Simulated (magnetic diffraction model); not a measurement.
**Magnetic neutron pattern of SrTi2Co3**

Space group P6_3/mmc (no. 194), a = 4.0100 Å, c = 14.0310 Å.

```
site  atom    x    y       z
  2b    Sr    0    0     1/4
  4f    Co  2/3  1/3  0.5730
  2a    Co    0    0       0
  4f    Ti  1/3  2/3  0.9028
```

The compound is invented for this exercise: a known structure type with other elements, its cell scaled to their sizes and not relaxed.

Only Co is taken to order (form factors of Co2+); orders and moment sizes are assumed, and not adapted to the symmetry. Radiation: neutrons of λ = 1.909 Å, 5° to 70°; isotropic B of 0.41 Å² (Sr), 0.35 Å² (Co) and 0.43 Å² (Ti). Simulated constant-wavelength pattern: nuclear and magnetic terms add, the magnetic one as |2.695 fm × Σ f S⊥ exp(2πi Q·r) exp(−B s²)|², summed over all Q at one angle with the factor 1/(sin²θ cos θ). For collinear order S is the moment m, which repeats by lattice and centring translations R with the sign exp(−2πi k·R). Free-ion form factors, Sears's scattering lengths of 1992, no absorption; a label names one of the reflections at its angle. The strongest nuclear line in the range is 100, and lines under 0.2 are left out.

Assume the order k = (0 0 0), collinear moments along [101], 2.02 μB on Co; signs + at (2/3, 1/3, 0.5730), + at (1/3, 2/3, 0.0730), − at (2/3, 1/3, 0.9270), + at (1/3, 2/3, 0.4270), + at (0, 0, 0), − at (0, 0, 1/2).

Q: Where does magnetic intensity appear, and how strong is it?

```
2θ (°)    index  nuclear  magnetic
  7.80  (0 0 1)      0.0       1.8
 15.64  (0 0 2)     15.2       2.1
 23.55  (0 0 3)      0.0       1.4
 31.58  (0 0 4)     47.3       0.4
 31.91  (1 0 0)     83.9      15.2
 32.90  (1 0 1)     41.0      77.2
 35.72  (1 0 2)     29.4      18.5
 39.77  (0 0 5)      0.0       0.7
 40.04  (1 0 3)    100.0      24.3
 45.51  (1 0 4)     45.1       6.2
 48.18  (0 0 6)      1.2       0.1
 51.87  (1 0 5)      9.0       4.5
 56.86  (1 1 0)     15.8       2.8
 56.87  (0 0 7)      0.0       0.3
 57.49  (1 1 1)      0.0       1.1
 58.95  (1 0 6)     13.7       1.8
 59.35  (1 1 2)      7.4       4.5
 62.39  (1 1 3)      0.0       5.5
 65.94  (0 0 8)      1.1       0.0
 66.51  (1 1 4)     76.5       2.5
 66.69  (2 0 0)     22.9       1.6
 66.71  (1 0 7)     13.6       1.0
 67.27  (2 0 1)     11.8       8.8
 68.98  (2 0 2)      9.4       2.6
```

The strongest magnetic line in the range is (1 0 1) at 32.90° (77.2). On top of the Lorentz factor, which all lines share, magnetic lines fade with angle because f falls: for Co2+ it is 0.91, 0.71, 0.49 and 0.18 at sin θ/λ = 0.1, 0.2, 0.3 and 0.5 Å⁻¹, while nuclear lengths stay constant. The net moment is 4.04 μB a primitive cell.

[Logs are printed without paths, hosts, clocks, repeated set-up lines and the standing remarks that a program may print on its own settings, such as how far it seeks lower states.]
